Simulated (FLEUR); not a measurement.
# Magnetic state of Cr from several starts

A self-consistent run ends on one state, which hangs on the start. Several orders of Cr are started in FLEUR and their energies compared.

Main program and level: FLEUR MaX-R8.1; LDA (VWN); all-electron FLAPW, Dirac cores, scalar-relativistic bands.

Most raw output is cut from this account.

**1. Starting point**

The structure is cubic, space group Im-3m (No. 229). Conventional cell: a = 2.969 Å, b = 2.969 Å, c = 2.969 Å, α = 90.00°, β = 90.00°, γ = 90.00°. Nearest to Cr lie 8 Cr at 2.57 Å.

As a file:

```xyz
2
Lattice="2.9689 0.0000 0.0000 0.0000 2.9689 0.0000 0.0000 0.0000 2.9689" Properties=species:S:1:pos:R:3 pbc="T T T"
Cr    0.0000    0.0000    0.0000
Cr    1.4844    1.4844    1.4844
```

The cell comes from a database of computed structures and need not be the stable phase.

The first run's cell of 2 atoms is 2 times the primitive cell; values given for a primitive cell below are for this cell.

**2. Order 1, typed as ferro ++**

The parallel start comes first: it shows whether parallel moments hold.

inpgen writes inp.xml from crystal.txt; cutoffs, mixing, functional, smearing and local orbitals are then set in the file. The k list default-1 (kpts.xml, not shown) is a Γ-centred 10×10×10 mesh; where the ranks do not divide the number of points, some are split in two of half the weight.

File inp.xml:

```
<?xml version="1.0" encoding="UTF-8" standalone="no"?>
<fleurInput fleurInputVersion="0.39">
   <comment>
      Cr
   </comment>
   <calculationSetup>
      <cutoffs Kmax="3.6" Gmax="10.8" GmaxXC="10.8" numbands="0"/>
      <scfLoop itmax="90" minDistance="0.00002" maxIterBroyd="15" imix="Anderson" alpha="0.05" precondParam="0.0" spinf="2.0" sdNocoIR="T"/>
      <coreElectrons ctail="T" frcor="F" kcrel="0" coretail_lmax="0"/>
      <xcFunctional name="vwn" relativisticCorrections="F"/>
      <magnetism jspins="2"/>
      <soc l_soc="F" theta="0.0" phi="0.0" spav="F"/>
      <expertModes spex="0" secvar="F"/>
      <geometryOptimization l_f="F" forcealpha="1.0" forcemix="BFGS" epsdisp="0.00001" epsforce="0.00001"/>
      <ldaU l_linMix="F" mixParam="0.05" spinf="1.0"/>
   </calculationSetup>
   <cell>
      <bzIntegration valenceElectrons="28.0" mode="hist" fermiSmearingEnergy="0.00183747">
         <kPointListSelection listName="default-1"/>
         <xi:include xmlns:xi="http://www.w3.org/2001/XInclude" href="kpts.xml"> </xi:include>
      </bzIntegration>
      <xi:include xmlns:xi="http://www.w3.org/2001/XInclude" href="sym.xml"> </xi:include>
      <bulkLattice scale="1.0">
         <bravaisMatrix>
            <row-1>    5.6104066726405621     0.0000000000000000     0.0000000000000000</row-1>
            <row-2>    0.0000000000000000     5.6104066726405621     0.0000000000000000</row-2>
            <row-3>    0.0000000000000000     0.0000000000000000     5.6104066726405621</row-3>
         </bravaisMatrix>
      </bulkLattice>
   </cell>
   <atomSpecies>
      <species name="Chromium (2.500" element="Cr" atomicNumber="24">
         <mtSphere radius="2.37" gridPoints="783" logIncrement="0.015"/>
         <atomicCutoffs lmax="8" lnonsphr="6"/>
         <electronConfig flipSpins="F">
            <coreConfig>(1s1/2) (2s1/2) (2p1/2) (2p3/2)</coreConfig>
            <valenceConfig>(3s1/2) (3p1/2) (3p3/2) (4s1/2) (3d3/2) (3d5/2)</valenceConfig>
            <stateOccupation state="(4s1/2)" spinUp="0.5" spinDown="0.5"/>
            <stateOccupation state="(3d3/2)" spinUp="1.0" spinDown="1.0"/>
            <stateOccupation state="(3d5/2)" spinUp="2.75" spinDown="0.25"/>
         </electronConfig>
         <energyParameters s="4" p="4" d="3" f="4"/>
         <lo type="SCLO" l="0" n="3" eDeriv="0"/>
         <lo type="SCLO" l="1" n="3" eDeriv="0"/>
      </species>
   </atomSpecies>
   <atomGroups>
      <atomGroup species="Chromium (2.500">
         <relPos label="                   1">.0000000000 .0000000000 .0000000000</relPos>
         <force calculate="T" relaxXYZ="TTT"/>
      </atomGroup>
      <atomGroup species="Chromium (2.500">
         <relPos label="                   2">1.000/2.000 1.000/2.000 1.000/2.000</relPos>
         <force calculate="T" relaxXYZ="TTT"/>
      </atomGroup>
   </atomGroups>
   <output dos="F" band="F" slice="F">
      <bandDOS minEnergy="-.5*Htr" maxEnergy="0.5*Htr" sigma="0.015" storeEVData="T"/>
      <plotting iplot="0" polar="F">
         <plot TwoD="T" vec1="  1.0  0.0  0.0" vec2="  0.0  1.0  0.0" vec3="  0.0  0.0  1.0" zero="  0.0  0.0  0.0" file="plot"/>
      </plotting>
      <moessbauerParams electricFieldGradient="F" isomerShift="F" coreHyperfine="F" valenceHyperfine="F"/>
   </output>
</fleurInput>
```

File crystal.txt:

```
Cr
&input film=F cartesian=F /
2.96889935510  0.00000000000  0.00000000000
0.00000000000  2.96889935510  0.00000000000
0.00000000000  0.00000000000  2.96889935510
1.8897261246
1.0 1.0 1.0

2
24 0.00000000000  0.00000000000  0.00000000000 : 2.500
24 0.50000000000  0.50000000000  0.50000000000 : 2.500

&kpt div1=10 div2=10 div3=10 gamma=T /
```

Started as:

```bash
OMP_NUM_THREADS=1 inpgen -f crystal.txt > inpgen.log  # inp.xml is then edited as shown
OMP_NUM_THREADS=1 mpirun -n 4 fleur_MPI > fleur.log
```

It took 6.7 s on 4 MPI ranks of Intel Xeon 6975P-C (Granite Rapids), shared host; peak memory 0.2 GiB.

This step gave:

```yaml
free_energy: -57083.0838 eV
program_s_band_gap_on_this_mesh_in_a_metal_only_a_level_spacing: 0.01099 eV
final_state: non-magnetic
```

After 23 cycles the seed has died away: no moment is left.

**3. Start 2: antiferro +-**

An opposed order shows whether neighbours prefer unlike signs.

Changes to inp.xml since step 2:

```diff
@@ -45,2 +45,16 @@
       </species>
+      <species name="Chromium (-2.500" element="Cr" atomicNumber="24">
+         <mtSphere radius="2.37" gridPoints="783" logIncrement="0.015"/>
+         <atomicCutoffs lmax="8" lnonsphr="6"/>
+         <electronConfig flipSpins="F">
+            <coreConfig>(1s1/2) (2s1/2) (2p1/2) (2p3/2)</coreConfig>
+            <valenceConfig>(3s1/2) (3p1/2) (3p3/2) (4s1/2) (3d3/2) (3d5/2)</valenceConfig>
+            <stateOccupation state="(4s1/2)" spinUp="0.5" spinDown="0.5"/>
+            <stateOccupation state="(3d3/2)" spinUp="1.0" spinDown="1.0"/>
+            <stateOccupation state="(3d5/2)" spinUp="0.25" spinDown="2.75"/>
+         </electronConfig>
+         <energyParameters s="4" p="4" d="3" f="4"/>
+         <lo type="SCLO" l="0" n="3" eDeriv="0"/>
+         <lo type="SCLO" l="1" n="3" eDeriv="0"/>
+      </species>
    </atomSpecies>
@@ -51,3 +65,3 @@
       </atomGroup>
-      <atomGroup species="Chromium (2.500">
+      <atomGroup species="Chromium (-2.500">
          <relPos label="                   2">1.000/2.000 1.000/2.000 1.000/2.000</relPos>
```

Changes to crystal.txt since step 2:

```diff
@@ -10,3 +10,3 @@
 24 0.00000000000  0.00000000000  0.00000000000 : 2.500
-24 0.50000000000  0.50000000000  0.50000000000 : 2.500
+24 0.50000000000  0.50000000000  0.50000000000 : -2.500
```

Wall time 6.8 s (4 MPI ranks); peak memory 0.21 GiB; 26 s of CPU time.

This step gave:

- free energy: -57083.1312 eV
- program's band gap on this mesh (in a metal only a level spacing): 0.02351 eV
- magnetization: 0 μB
- final state: antiferromagnetic
- largest moment: 1.317 μB

It lies 23.7 meV a seeded atom under the first start, and its largest moment is 1.32 μB against 0 μB.

**4. Order 3, typed as antiferro q=(1/2,1/2,1/2) +-+-**

Reversing part of the moments tests the sign of the couplings between them.

This order needs a doubled cell of 4 atoms. The mesh is halved along the doubled vector, so that both cells sample the same points. The k list default-1 (kpts.xml, not shown) is a Γ-centred 5×10×10 mesh.

Changes to inp.xml since step 3:

```diff
@@ -17,3 +17,3 @@
    <cell>
-      <bzIntegration valenceElectrons="28.0" mode="hist" fermiSmearingEnergy="0.00183747">
+      <bzIntegration valenceElectrons="56.0" mode="hist" fermiSmearingEnergy="0.00183747">
          <kPointListSelection listName="default-1"/>
@@ -24,5 +24,5 @@
          <bravaisMatrix>
-            <row-1>    5.6104066726405621     0.0000000000000000     0.0000000000000000</row-1>
-            <row-2>    0.0000000000000000     5.6104066726405621     0.0000000000000000</row-2>
-            <row-3>    0.0000000000000000     0.0000000000000000     5.6104066726405621</row-3>
+            <row-1>   11.2208133452811243     0.0000000000000000     0.0000000000000000</row-1>
+            <row-2>    5.6104066726405621     5.6104066726405621     0.0000000000000000</row-2>
+            <row-3>    5.6104066726405621     0.0000000000000000     5.6104066726405621</row-3>
          </bravaisMatrix>
@@ -62,3 +62,4 @@
       <atomGroup species="Chromium (2.500">
-         <relPos label="                   1">.0000000000 .0000000000 .0000000000</relPos>
+         <relPos label="                   1">1.000/8.000 -1.000/4.000 -1.000/4.000</relPos>
+         <relPos label="                   3">-1.000/8.000 1.000/4.000 1.000/4.000</relPos>
          <force calculate="T" relaxXYZ="TTT"/>
@@ -66,3 +67,4 @@
       <atomGroup species="Chromium (-2.500">
-         <relPos label="                   2">1.000/2.000 1.000/2.000 1.000/2.000</relPos>
+         <relPos label="                   2">-3.000/8.000 -1.000/4.000 -1.000/4.000</relPos>
+         <relPos label="                   4">3.000/8.000 1.000/4.000 1.000/4.000</relPos>
          <force calculate="T" relaxXYZ="TTT"/>
```

File crystal.txt:

```
Cr
&input film=F cartesian=F /
5.93779871020  0.00000000000  0.00000000000
2.96889935510  2.96889935510  0.00000000000
2.96889935510  0.00000000000  2.96889935510
1.8897261246
1.0 1.0 1.0

4
24 0.00000000000  0.00000000000  0.00000000000 : 2.500
24 0.50000000000  0.00000000000  0.00000000000 : -2.500
24 0.75000000000  0.50000000000  0.50000000000 : 2.500
24 0.25000000000  0.50000000000  0.50000000000 : -2.500

&kpt div1=5 div2=10 div3=10 gamma=T /
```

It took 33 s on 4 MPI ranks; peak memory 0.26 GiB; 2.2 min of CPU time.

The spin moment in the muffin-tin sphere vanishes on all atoms.

Read from the output:

* free energy: -114166.1677 eV
* program's band gap on this mesh (in a metal only a level spacing): 0.01099 eV
* final state: non-magnetic

It ends in the same state without moments as the first start; the 8.2e-6 meV a seeded atom between them is numerical noise.

**5. Run 4 (antiferro q=(0,0,1/2) +-+-)**

Another pattern of signs weighs the neighbour shells otherwise.

The cell is doubled to 4 atoms to hold this order. The mesh is halved along the doubled vector, so that both cells sample the same points. The k list default-1 (kpts.xml, not shown) is a Γ-centred 10×10×5 mesh.

Changes to inp.xml since step 4:

```diff
@@ -24,5 +24,5 @@
          <bravaisMatrix>
-            <row-1>   11.2208133452811243     0.0000000000000000     0.0000000000000000</row-1>
-            <row-2>    5.6104066726405621     5.6104066726405621     0.0000000000000000</row-2>
-            <row-3>    5.6104066726405621     0.0000000000000000     5.6104066726405621</row-3>
+            <row-1>    5.6104066726405621     0.0000000000000000     0.0000000000000000</row-1>
+            <row-2>    0.0000000000000000     5.6104066726405621     0.0000000000000000</row-2>
+            <row-3>    0.0000000000000000     0.0000000000000000    11.2208133452811243</row-3>
          </bravaisMatrix>
@@ -62,4 +62,4 @@
       <atomGroup species="Chromium (2.500">
-         <relPos label="                   1">1.000/8.000 -1.000/4.000 -1.000/4.000</relPos>
-         <relPos label="                   3">-1.000/8.000 1.000/4.000 1.000/4.000</relPos>
+         <relPos label="                   1">-1.000/4.000 -1.000/4.000 -1.000/8.000</relPos>
+         <relPos label="                   3">1.000/4.000 1.000/4.000 1.000/8.000</relPos>
          <force calculate="T" relaxXYZ="TTT"/>
@@ -67,4 +67,4 @@
       <atomGroup species="Chromium (-2.500">
-         <relPos label="                   2">-3.000/8.000 -1.000/4.000 -1.000/4.000</relPos>
-         <relPos label="                   4">3.000/8.000 1.000/4.000 1.000/4.000</relPos>
+         <relPos label="                   2">-1.000/4.000 -1.000/4.000 3.000/8.000</relPos>
+         <relPos label="                   4">1.000/4.000 1.000/4.000 -3.000/8.000</relPos>
          <force calculate="T" relaxXYZ="TTT"/>
```

File crystal.txt:

```
Cr
&input film=F cartesian=F /
2.96889935510  0.00000000000  0.00000000000
0.00000000000  2.96889935510  0.00000000000
0.00000000000  0.00000000000  5.93779871020
1.8897261246
1.0 1.0 1.0

4
24 0.00000000000  0.00000000000  0.00000000000 : 2.500
24 0.00000000000  0.00000000000  0.50000000000 : -2.500
24 0.50000000000  0.50000000000  0.25000000000 : 2.500
24 0.50000000000  0.50000000000  0.75000000000 : -2.500

&kpt div1=10 div2=10 div3=5 gamma=T /
```

Elapsed: 26 s, on 4 MPI ranks; peak memory 0.26 GiB; 1.7 min of CPU time.

Read from the output:

```
free energy                                                       : -114166.1677 eV
program's band gap on this mesh (in a metal only a level spacing) : 0 eV
final state                                                       : non-magnetic
```

It ends in the same state without moments as the first start; the 1.0e-4 meV a seeded atom between them is numerical noise.

**6. Order 5, typed as no spin polarisation**

A spinless run gives the zero against which the gain from the moments is read.

The k list default-1 (kpts.xml, not shown) is a Γ-centred 10×10×10 mesh.

File inp.xml:

```
<?xml version="1.0" encoding="UTF-8" standalone="no"?>
<fleurInput fleurInputVersion="0.39">
   <comment>
      Cr
   </comment>
   <calculationSetup>
      <cutoffs Kmax="3.6" Gmax="10.8" GmaxXC="10.8" numbands="0"/>
      <scfLoop itmax="90" minDistance="0.00002" maxIterBroyd="15" imix="Anderson" alpha="0.05" precondParam="0.0" spinf="2.0" sdNocoIR="T"/>
      <coreElectrons ctail="T" frcor="F" kcrel="0" coretail_lmax="0"/>
      <xcFunctional name="vwn" relativisticCorrections="F"/>
      <magnetism jspins="1"/>
      <soc l_soc="F" theta="0.0" phi="0.0" spav="F"/>
      <expertModes spex="0" secvar="F"/>
      <geometryOptimization l_f="F" forcealpha="1.0" forcemix="BFGS" epsdisp="0.00001" epsforce="0.00001"/>
      <ldaU l_linMix="F" mixParam="0.05" spinf="1.0"/>
   </calculationSetup>
   <cell>
      <bzIntegration valenceElectrons="28.0" mode="hist" fermiSmearingEnergy="0.00183747">
         <kPointListSelection listName="default-1"/>
         <xi:include xmlns:xi="http://www.w3.org/2001/XInclude" href="kpts.xml"> </xi:include>
      </bzIntegration>
      <xi:include xmlns:xi="http://www.w3.org/2001/XInclude" href="sym.xml"> </xi:include>
      <bulkLattice scale="1.0">
         <bravaisMatrix>
            <row-1>    5.6104066726405621     0.0000000000000000     0.0000000000000000</row-1>
            <row-2>    0.0000000000000000     5.6104066726405621     0.0000000000000000</row-2>
            <row-3>    0.0000000000000000     0.0000000000000000     5.6104066726405621</row-3>
         </bravaisMatrix>
      </bulkLattice>
   </cell>
   <atomSpecies>
      <species name="Chromium (Cr)" element="Cr" atomicNumber="24">
         <mtSphere radius="2.37" gridPoints="783" logIncrement="0.015"/>
         <atomicCutoffs lmax="8" lnonsphr="6"/>
         <electronConfig flipSpins="F">
            <coreConfig>(1s1/2) (2s1/2) (2p1/2) (2p3/2)</coreConfig>
            <valenceConfig>(3s1/2) (3p1/2) (3p3/2) (4s1/2) (3d3/2) (3d5/2)</valenceConfig>
            <stateOccupation state="(4s1/2)" spinUp="0.500000" spinDown="0.500000"/>
            <stateOccupation state="(3d3/2)" spinUp="1.000000" spinDown="1.000000"/>
            <stateOccupation state="(3d5/2)" spinUp="1.500000" spinDown="1.500000"/>
         </electronConfig>
         <energyParameters s="4" p="4" d="3" f="4"/>
         <lo type="SCLO" l="0" n="3" eDeriv="0"/>
         <lo type="SCLO" l="1" n="3" eDeriv="0"/>
      </species>
   </atomSpecies>
   <atomGroups>
      <atomGroup species="Chromium (Cr)">
         <relPos label="                   1">.0000000000 .0000000000 .0000000000</relPos>
         <force calculate="T" relaxXYZ="TTT"/>
      </atomGroup>
      <atomGroup species="Chromium (Cr)">
         <relPos label="                   2">1.000/2.000 1.000/2.000 1.000/2.000</relPos>
         <force calculate="T" relaxXYZ="TTT"/>
      </atomGroup>
   </atomGroups>
   <output dos="F" band="F" slice="F">
      <bandDOS minEnergy="-.5*Htr" maxEnergy="0.5*Htr" sigma="0.015" storeEVData="T"/>
      <plotting iplot="0" polar="F">
         <plot TwoD="T" vec1="  1.0  0.0  0.0" vec2="  0.0  1.0  0.0" vec3="  0.0  0.0  1.0" zero="  0.0  0.0  0.0" file="plot"/>
      </plotting>
      <moessbauerParams electricFieldGradient="F" isomerShift="F" coreHyperfine="F" valenceHyperfine="F"/>
   </output>
</fleurInput>
```

File crystal.txt:

```
Cr
&input film=F cartesian=F /
2.96889935510  0.00000000000  0.00000000000
0.00000000000  2.96889935510  0.00000000000
0.00000000000  0.00000000000  2.96889935510
1.8897261246
1.0 1.0 1.0

2
24 0.00000000000  0.00000000000  0.00000000000
24 0.50000000000  0.50000000000  0.50000000000

&kpt div1=10 div2=10 div3=10 gamma=T /
```

It took 3.1 s on 4 MPI ranks; peak memory 0.19 GiB; 12 s of CPU time.

This step gave:

```yaml
free_energy: -57083.0838 eV
program_s_band_gap_on_this_mesh_in_a_metal_only_a_level_spacing: 0.01099 eV
final_state: non-magnetic (no spin polarisation)
```

It ends in the same state without moments as the first start; the 6.8e-6 meV a seeded atom between them is numerical noise.

**7. An attempt with other settings**

An input with a fault is tried, to see how the program answers.

Changes to inp.xml since step 2:

```diff
@@ -6,4 +6,4 @@
    <calculationSetup>
-      <cutoffs Kmax="3.6" Gmax="10.8" GmaxXC="10.8" numbands="0"/>
-      <scfLoop itmax="90" minDistance="0.00002" maxIterBroyd="15" imix="Anderson" alpha="0.05" precondParam="0.0" spinf="2.0" sdNocoIR="T"/>
+      <cutoffs kmax="3.6" Gmax="10.8" GmaxXC="10.8" numbands="0"/>
+      <scfLoop itmax="100" minDistance="0.00002" maxIterBroyd="15" imix="Anderson" alpha="0.05" precondParam="0.0" spinf="2.0" sdNocoIR="T"/>
       <coreElectrons ctail="T" frcor="F" kcrel="0" coretail_lmax="0"/>
```

crystal.txt is that of step 2.

The job ended after 2.6 s (4 MPI ranks; peak memory 0.12 GiB).

The program refused the input before any cycle.

The program's message: “XML document cannot be validated against Schema.”

The fault in the input: a misspelt attribute.

The schema is strict about names and their case: Kmax.

**8. The states side by side**

Free energies are divided by the number of seeded atoms, so that cells of unlike size compare. Wavevectors q in the names are fractions of the primitive cell's reciprocal vectors.

[end of part 1 of 2]

[Logs and program files are shortened in this print: banners, set-up blocks, solver, clock and traceback lines can be left out without a mark of their own.]

[Logs are printed without paths, hosts, clocks, repeated set-up lines and the standing remarks that a program may print on its own settings, such as how far it seeks lower states.]

[Hosts, paths, dates, database ids (printed as entryN), source tags and the programs' standing remarks are cut or masked in the printed files.]

[Where a cell is said to come from a database of computed structures, the database is the Materials Project.]
